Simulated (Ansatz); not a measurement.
# Hf2CO2 monolayer: phonons and vibrational spectra

How does Hf2CO2 monolayer vibrate, and is this structure a minimum?

Method: DFT LDA, scalar-relativistic, plane waves, PAW; PAW set soft_1, in Ansatz 0.2.0.

Report form: the programs' logs are mostly left out.

## (1) The structure

The cell holds 5 atoms: 1 C, 2 Hf and 2 O. Cell: a = 3.260 Å, b = 3.260 Å, c = 20.000 Å, α = 90.0°, β = 90.0°, γ = 120.0°. Vacuum lies along c.

## (2) Rough relaxation

A rough relaxation comes first, because large forces or stress need no tight tolerances yet.

The program solves this slab on a cell height of its own, 32.6 Å, in place of the one typed.

input.yaml reads:

```yaml
crystal:
  lattice:
    - [3.26, 0.0, 0.0]
    - [-1.63, 2.82324, 0.0]
    - [0.0, 0.0, 20.0]
  atoms:
    - { symbol: C, position: [0.0, 0.0, 0.5] }
    - { symbol: Hf, position: [0.333333, 0.666667, 0.56] }
    - { symbol: Hf, position: [0.666667, 0.333333, 0.44] }
    - { symbol: O, position: [0.666667, 0.333333, 0.61] }
    - { symbol: O, position: [0.333333, 0.666667, 0.39] }
  periodic: [true, true, false]
kpoints:
  mp_grid: { grid: [9, 9, 1] }
hamiltonian:
  xc: lda
  pseudopotentials: { kind: paw, azcp: { folder: soft_1 }, xc_functional: pbe }
scf:
  occupations: { method: gaussian, width: 0.1 }
output:
  forces: true
  stress: true
  eigenvalues: true
relax:
  adjacent_minimum: "off"
  f_tol: 0.05
  max_steps: 80
  cell: { stress_2d_tol: 0.02 }
```

Launch:

```sh
ansatz run input.yaml --threads 8 --pin off --max-ram 16384MiB --backend cpu --events-out ev --progress --plain --runs-dir out
```

Run time: 15 s. Hardware: 8 threads of Arm Neoverse V2, shared host; peak memory 0.94 GiB.

The steps of the relaxation:

| step | energy less that of the first step (eV) | largest force component (eV/Å) | volume (Å³) |
| --- | --- | --- | --- |
| 1 | 0.0000 | 5.1136 | 300.04 |
| 2 | -0.6556 | 1.4064 | 298.39 |
| 3 | -0.6720 | 0.7348 | 287.22 |
| 4 | -0.7372 | 0.0619 | 293.89 |
| 5 | -0.7390 | 0.0028 | 292.88 |
| 6 | -0.7391 | 0.0001 | 292.82 |
| 7* | -0.7351 | 0.0016 | 292.82 |
| 8 | -0.7352 | 0.0001 | 292.64 |
| 9* | -0.7351 | 0.0001 | 292.64 |

Relaxation steps marked * repeat the geometry before them on a plane-wave basis chosen anew for their cell, so energy and pressure can jump there.

Forces are held to the 12 operations that the run works with; a distortion that breaks them can't arise in this run.

```csv
cell as run,before,after,change
a (Å),3.260,3.220,-1.2 %
b (Å),3.260,3.220,-1.2 %
```

The atoms that moved most (Å, along periodic axes as changes of fractional coordinates times the final cell, across vacuum about the mean position):

```
atom     dx     dy      dz  length
 Hf2  0.000  0.000   0.159   0.159
 Hf3  0.000  0.000  -0.159   0.159
  O5  0.000  0.000  -0.074   0.074
  O4  0.000  0.000   0.074   0.074
```

Final coordinates:

```cif
data_structure
_symmetry_space_group_name_H-M 'P 1'
_symmetry_Int_Tables_number 1
_cell_length_a 3.2195
_cell_length_b 3.2195
_cell_length_c 32.6000
_cell_angle_alpha 90.000
_cell_angle_beta 90.000
_cell_angle_gamma 120.000
_cell_volume 292.64
loop_
_atom_site_label
_atom_site_type_symbol
_atom_site_fract_x
_atom_site_fract_y
_atom_site_fract_z
_atom_site_occupancy
C1 C 0.00000 0.00000 0.30675 1
Hf2 Hf 0.33333 0.66667 0.34844 1
Hf3 Hf 0.66667 0.33333 0.26505 1
O4 O 0.66667 0.33333 0.37649 1
O5 O 0.33333 0.66667 0.23701 1
```

This step gave:

| Property | Result |
| --- | --- |
| gap on the k-mesh | 0.9280 eV |
| direct gap on mesh | 2.119 eV |
| area per atom | 1.795 Å² |

The relaxation ends with a largest force component of 1.4e-4 eV/Å.

## (3) Relaxation

Harmonic phonons are second derivatives at a point where the forces vanish, and they are wanted at zero stress, so atoms and cell are relaxed first.

input.yaml reads:

```yaml
crystal:
  lattice:
    - [3.2195333023, 0.0, 0.0]
    - [-1.6097666512, 2.7881976281, 0.0]
    - [0.0, 0.0, 32.6]
  atoms:
    - { symbol: C, position: [0.0, 0.0, 0.3067484663] }
    - { symbol: Hf, position: [0.3333333333, 0.6666666667, 0.348444093] }
    - { symbol: Hf, position: [0.6666666667, 0.3333333333, 0.2650528395] }
    - { symbol: O, position: [0.6666666667, 0.3333333333, 0.3764884774] }
    - { symbol: O, position: [0.3333333333, 0.6666666667, 0.2370084552] }
  periodic: [true, true, false]
kpoints:
  mp_grid: { grid: [12, 12, 1] }
hamiltonian:
  xc: lda
  pseudopotentials: { kind: paw, azcp: { folder: soft_1 }, xc_functional: pbe }
scf:
  occupations: { method: gaussian, width: 0.02 }
output:
  forces: true
  stress: true
  eigenvalues: true
  write_density: true
  write_potential: true
  elf: true
  volumetric_format: npy
relax:
  adjacent_minimum: "off"
  f_tol: 0.005
  max_steps: 80
  cell: { stress_2d_tol: 0.02 }
```

Wall time 6.7 s (8 threads); peak memory 0.99 GiB.

Little changed from the start: no atom moved by 0.005 Å and no cell edge by 0.1 %.

This step gave:

```
gap on the k-mesh  : 0.9012 eV
direct gap on mesh : 2.076 eV
```

Valence density in the ac plane at fractional y = 0.333, with atoms of Hf and O within 0.2 Å of it. It is the smooth field of the valence electrons, not physical close to the nuclei.

Ten steps, logarithmic in the rise over the least value, from '0' (0 e/Å³) to '9' (27 e/Å³), each cell a mean:
```
00000000000000000
00000000000000000
00000000000000000
00000000000000000
00000000000000000
00000000000000000
00000000000000000
00000000000000000
00000000000000000
00000000000000000
00000000000000000
00000000000000000
00000000000000000
00000000000000000
00000011245554321
12222211234443221
12222111111111111
11111123579998642
11111111112222111
00000000000000000
00000000000000000
00000000000000000
00000000000000000
00000000000000000
```
Columns run along a (3.2 Å), rows up along c (32.6 Å). Atoms in or near the plane, at fractional coordinates: Hf at (0.67, 0.27), O at (0.67, 0.38).

Electrostatic potential energy in the ac plane at fractional y = 0.333, with atoms of Hf and O within 0.2 Å of it. With pseudopotentials it is smooth inside the atoms' cores, unlike the true potential.

Ten even steps from '0' (-30 eV) to '9' (0 eV), each cell a mean:
```
99999999999999999
99999999999999999
99999999999999999
99999999999999999
99999999999999999
99999999999999999
99999999999999999
99999999999999999
99999999999999999
99999999999999999
99999999999999999
99999999999999999
99999999999999999
99999999999999999
88888888643334579
54333456655555566
77777777776666777
57787641000000002
88999887665555678
99999999999999999
99999999999999999
99999999999999999
99999999999999999
99999999999999999
```
Columns run along a (3.2 Å; values clipped at the 3rd and 97th percentile), rows up along c (32.6 Å). Atoms in or near the plane, at fractional coordinates: Hf at (0.67, 0.27), O at (0.67, 0.38).

ELF in the ac plane at fractional y = 0.333, with atoms of Hf and O within 0.2 Å of it. It is the smooth field of the valence electrons, not physical close to the nuclei.

Values, 24 rows by 14 columns, each cell a mean:
```
0.00 0.00 0.00 0.00 0.00 0.00 0.00 0.00 0.00 0.00 0.00 0.00 0.00 0.00
0.00 0.00 0.00 0.00 0.00 0.00 0.00 0.00 0.00 0.00 0.00 0.00 0.00 0.00
0.00 0.00 0.00 0.00 0.00 0.00 0.00 0.00 0.00 0.00 0.00 0.00 0.00 0.00
0.00 0.00 0.00 0.00 0.00 0.00 0.00 0.00 0.00 0.00 0.00 0.00 0.00 0.00
0.00 0.00 0.00 0.00 0.00 0.00 0.00 0.00 0.00 0.00 0.00 0.00 0.00 0.00
0.00 0.00 0.00 0.00 0.00 0.00 0.00 0.00 0.00 0.00 0.00 0.00 0.00 0.00
0.00 0.00 0.00 0.00 0.00 0.00 0.00 0.00 0.00 0.00 0.00 0.00 0.00 0.00
0.00 0.00 0.00 0.00 0.00 0.00 0.00 0.00 0.00 0.00 0.00 0.00 0.00 0.00
0.00 0.00 0.00 0.00 0.00 0.00 0.00 0.00 0.00 0.00 0.00 0.00 0.00 0.00
0.00 0.00 0.00 0.00 0.00 0.00 0.00 0.00 0.00 0.00 0.00 0.00 0.00 0.00
0.00 0.00 0.00 0.00 0.00 0.00 0.00 0.00 0.00 0.00 0.00 0.00 0.00 0.00
0.00 0.00 0.00 0.00 0.00 0.00 0.00 0.00 0.00 0.00 0.00 0.00 0.00 0.00
0.00 0.00 0.00 0.00 0.00 0.00 0.00 0.00 0.00 0.00 0.00 0.00 0.00 0.00
0.02 0.01 0.00 0.00 0.01 0.04 0.08 0.12 0.14 0.15 0.15 0.13 0.10 0.06
0.29 0.10 0.04 0.06 0.18 0.46 0.66 0.73 0.71 0.65 0.67 0.73 0.71 0.58
0.15 0.19 0.24 0.23 0.18 0.18 0.30 0.44 0.50 0.50 0.50 0.48 0.38 0.23
0.49 0.56 0.59 0.58 0.53 0.42 0.30 0.21 0.17 0.16 0.17 0.19 0.26 0.36
0.16 0.24 0.32 0.29 0.18 0.21 0.46 0.69 0.79 0.81 0.81 0.75 0.59 0.32
0.36 0.51 0.57 0.55 0.44 0.26 0.15 0.15 0.19 0.21 0.20 0.17 0.13 0.17
0.05 0.07 0.08 0.08 0.06 0.04 0.02 0.01 0.01 0.01 0.01 0.01 0.01 0.03
0.00 0.00 0.00 0.00 0.00 0.00 0.00 0.00 0.00 0.00 0.00 0.00 0.00 0.00
0.00 0.00 0.00 0.00 0.00 0.00 0.00 0.00 0.00 0.00 0.00 0.00 0.00 0.00
0.00 0.00 0.00 0.00 0.00 0.00 0.00 0.00 0.00 0.00 0.00 0.00 0.00 0.00
0.00 0.00 0.00 0.00 0.00 0.00 0.00 0.00 0.00 0.00 0.00 0.00 0.00 0.00
```
Columns run along a (3.2 Å), rows up along c (32.6 Å). Atoms in or near the plane, at fractional coordinates: Hf at (0.67, 0.27), O at (0.67, 0.38).

## (4) Relaxing to small forces for the phonons

Phonons need a cell at rest on their own settings, so the relaxation is repeated with tight tolerances on forces and stress, using the mesh and the filling of the phonon run that follows.

input.yaml: that of step 3 with these lines changed.

```diff
@@ -18,3 +18,3 @@
 scf:
-  occupations: { method: gaussian, width: 0.02 }
+  occupations: { method: fixed }
 output:
@@ -29,4 +29,4 @@
   adjacent_minimum: "off"
-  f_tol: 0.005
-  max_steps: 80
-  cell: { stress_2d_tol: 0.02 }
+  f_tol: 0.001
+  max_steps: 60
+  cell: { stress_2d_tol: 0.002 }
```

Wall time 19 s (8 threads); peak memory 1 GiB; 2.3 min of CPU time.

Little changed from the start: no atom moved by 0.005 Å and no cell edge by 0.1 %.

Numbers from this step:

```yaml
gap_on_the_k_mesh: 0.9001 eV
direct_gap_on_mesh: 2.074 eV
```

Valence density in the ac plane at fractional y = 0.333, with atoms of Hf and O within 0.2 Å of it. It is the smooth field of the valence electrons, not physical close to the nuclei.

Ten steps, logarithmic in the rise over the least value, from '_' (0 e/Å³) to '@' (27 e/Å³), each cell a mean:
```
__________________________________
__________________________________
__________________________________
__________________________________
__________________________________
__________________________________
__________________________________
__________________________________
__________________________________
__________________________________
__________________________________
__________________________________
__________________________________
__________________________________
____________....::==++++++==--::..
..::::::::::....::--======--::::..
..::::::::........................
............::--++##@@@@@@%%**==::
....................::::::::......
__________________________________
__________________________________
__________________________________
__________________________________
__________________________________
```
Columns run along a (3.2 Å), rows up along c (32.6 Å). Atoms in or near the plane, at fractional coordinates: Hf at (0.67, 0.27), O at (0.67, 0.38).

ELF in the ac plane at fractional y = 0.333, with atoms of Hf and O within 0.2 Å of it. It is the smooth field of the valence electrons, not physical close to the nuclei.

Ten even steps from '_' (0.00) to '@' (0.81), each cell a mean:
```
__________________________________
__________________________________
__________________________________
__________________________________
__________________________________
__________________________________
__________________________________
__________________________________
__________________________________
__________________________________
__________________________________
__________________________________
__________________________________
________________................__
--..______::==##%%@@%%##%%%%@@%%**
..::::--::::::--==++********++==::
++**######**++==::::::..::::::--==
..::--==--::::==##@@@@@@@@@@%%**--
==++**##**++--::....::::::::....::
______..__________________________
__________________________________
__________________________________
__________________________________
__________________________________
```
Columns run along a (3.2 Å), rows up along c (32.6 Å). Atoms in or near the plane, at fractional coordinates: Hf at (0.67, 0.27), O at (0.67, 0.38).

Electrostatic potential energy in the ac plane at fractional y = 0.333, with atoms of Hf and O within 0.2 Å of it. With pseudopotentials it is smooth inside the atoms' cores, unlike the true potential.

Values in eV, 24 rows by 14 columns, each cell a mean:
```
  0   0   0   0   0   0   0   0   0   0   0   0   0   0
  0   0   0   0   0   0   0   0   0   0   0   0   0   0
  0   0   0   0   0   0   0   0   0   0   0   0   0   0
  0   0   0   0   0   0   0   0   0   0   0   0   0   0
  0   0   0   0   0   0   0   0   0   0   0   0   0   0
  0   0   0   0   0   0   0   0   0   0   0   0   0   0
  0   0   0   0   0   0   0   0   0   0   0   0   0   0
  0   0   0   0   0   0   0   0   0   0   0   0   0   0
  0   0   0   0   0   0   0   0   0   0   0   0   0   0
  0   0   0   0   0   0   0   0   0   0   0   0   0   0
  0   0   0   0   0   0   0   0   0   0   0   0   0   0
  0   0   0   0   0   0   0   0   0   0   0   0   0   0
  0   0   0   0   0   0   0   0   0   0   0   0   0   0
  0   0   0   0   0   0   0   0   0   0   0   0   0   0
 -3  -4  -4  -4  -3  -3  -6 -13 -17 -19 -18 -16 -10  -3
-14 -18 -20 -19 -16 -12 -10 -12 -14 -15 -14 -13 -10 -10
 -7  -7  -8  -7  -7  -6  -7  -8  -9 -10 -10  -9  -7  -6
-12  -8  -6  -6 -10 -18 -27 -29 -30 -28 -29 -30 -28 -23
 -4  -3  -3  -3  -3  -5  -8 -11 -13 -14 -13 -12  -9  -6
  0   0   0   0   0   0   0   0  -1  -1  -1  -1   0   0
  0   0   0   0   0   0   0   0   0   0   0   0   0   0
  0   0   0   0   0   0   0   0   0   0   0   0   0   0
  0   0   0   0   0   0   0   0   0   0   0   0   0   0
  0   0   0   0   0   0   0   0   0   0   0   0   0   0
```
Columns run along a (3.2 Å; values clipped at the 3rd and 97th percentile), rows up along c (32.6 Å). Atoms in or near the plane, at fractional coordinates: Hf at (0.67, 0.27), O at (0.67, 0.38).

The largest force component left is 0.0016 meV/Å, within the tolerances set.

## (5) Linear response at the zone centre

The zone centre comes first: it holds the modes that light can see, as far as symmetry allows. The response to a homogeneous field gives the Born charges and the dielectric tensor, and its change with displacement the Raman tensors.

input.yaml, the sections that differ from step 4:

```yaml
crystal:
  lattice:
    - [3.2193228019, 0.0, 0.0]
    - [-1.609661401, 2.7880153294, 0.0]
    - [0.0, 0.0, 32.6]
  atoms:
    - { symbol: C, position: [0.0, 0.0, 0.3067484663] }
    - { symbol: Hf, position: [0.3333333333, 0.6666666667, 0.3484484459] }
    - { symbol: Hf, position: [0.6666666667, 0.3333333333, 0.2650484866] }
    - { symbol: O, position: [0.6666666667, 0.3333333333, 0.3764995059] }
    - { symbol: O, position: [0.3333333333, 0.6666666667, 0.2369974267] }
  periodic: [true, true, false]
output:
  eigenvalues: true
phonons:
  method: dfpt
  dielectric: true
  raman: true
# kpoints, hamiltonian, scf: as in step 4
# relax: removed
```

The job ended after 22 min (8 threads; peak memory 5.6 GiB).

Numbers from this step:

- sum-rule residual before enforcement: 6.19e-5 eV/Å²
- miss of the charge sum rule: 0.004224 e
- estimated error of the dielectric tensor: 0.01363
- estimated error of the Born charges: 0.04904 e
- point group: -3m
- highest optical mode at the zone centre (no LO-TO term): 737.9 cm⁻¹
- lowest optical zone-centre mode: 87.9 cm⁻¹
- largest Born charge (third of the trace): 4.322 e

Without the LO-TO term. Patterns of degenerate modes are one choice out of their space. The modes at Γ (shares of kinetic energy by element, %):

```
mode  frequency (cm⁻¹)  symmetry  C %  Hf %  O %
   1               0.0  acoustic    3    89    8
   2               0.0  acoustic    3    89    8
   3               0.0  acoustic    3    89    8
   4              87.9        Eg    0    96    4
   5              87.9        Eg    0    96    4
   6             180.6       A1g    0    91    9
   7             301.8        Eu   34    11   55
   8             301.8        Eu   34    11   55
   9             447.8        Eg    0     4   96
  10             447.8        Eg    0     4   96
  11             525.8       A2u    0     9   91
  12             527.5       A1g    0     9   91
  13             533.3        Eu   63     0   37
  14             533.3        Eu   63     0   37
  15             737.9       A2u   97     2    1
```

Displacements in mode 4 (87.9 cm⁻¹), the largest set to 1:
```
C1   0.00  0.00  0.00
Hf2 -0.36 -1.00  0.00
Hf3  0.36  1.00  0.00
O4  -0.24 -0.67  0.00
O5   0.24  0.67  0.00
```

Displacements in mode 15 (737.9 cm⁻¹), the largest set to 1:
```
C1   0.00  0.00  1.00
Hf2  0.00  0.00 -0.03
Hf3  0.00  0.00 -0.03
O4   0.00  0.00 -0.06
O5   0.00  0.00 -0.06
```

High-frequency dielectric tensor, averaged over the cell of height 32.6 Å or as lengthened by the program, vacuum included. Tensor:

```csv
,x,y,z
x,3.156,0,0
y,0,3.156,0
z,0,0,1.168
```

Born charge (rows field, columns displacement) (e), principal values of the symmetric part by kind of site:

| atom | atoms with these values | low | middle | high | mean |
| --- | --- | --- | --- | --- | --- |
| C1 | 1 | -5.21 | -5.21 | -0.35 | -3.59 |
| Hf2 | 2 | 0.59 | 6.19 | 6.19 | 4.32 |
| O4 | 2 | -3.58 | -3.58 | -0.41 | -2.53 |

In full for C1:

```
-5.21  0.00  0.00
 0.00 -5.21  0.00
 0.00  0.00 -0.35
```

Transverse modes. Infrared lines, with heights relative to the strongest:

| position (cm⁻¹) | label | relative intensity |
| --- | --- | --- |
| 88 | Eg | 0.0 |
| 181 | A1g | 0.0 |
| 302 | Eu | 100 |
| 448 | Eg | 0.0 |
| 526 | A2u | 0.3 |
| 528 | A1g | 0.0 |
| 533 | Eu | 4.0 |
| 738 | A2u | 0.1 |

Activity x (w_L - w)^4 (n + 1)/w, 532 nm, 300 K; the tensors are static ones, while 532 nm light lies above the computed direct gap, where resonance would change the heights. Raman lines, with heights relative to the strongest:

| position (cm⁻¹) | label | relative intensity |
| --- | --- | --- |
| 88 | Eg | 100 |
| 181 | A1g | 99 |
| 302 | Eu | 0.0 |
| 448 | Eg | 7.9 |
| 526 | A2u | 0.0 |
| 528 | A1g | 42 |
| 533 | Eu | 0.0 |
| 738 | A2u | 0.0 |

Before it was imposed, the acoustic sum rule was missed by 6.2e-5 eV/Å² and the charge sum rule by 0.0042 e. Small misses are needed for a sound result but don't prove that mesh and cutoff are converged. The lowest optical mode is real, 87.9 cm⁻¹.

[end of part 1 of 2]

[Logs are printed without paths, hosts, clocks, repeated set-up lines and the standing remarks that a program may print on its own settings, such as how far it seeks lower states.]

[Hosts, paths, dates, database ids (printed as entryN), source tags and the programs' standing remarks are cut or masked in the printed files.]
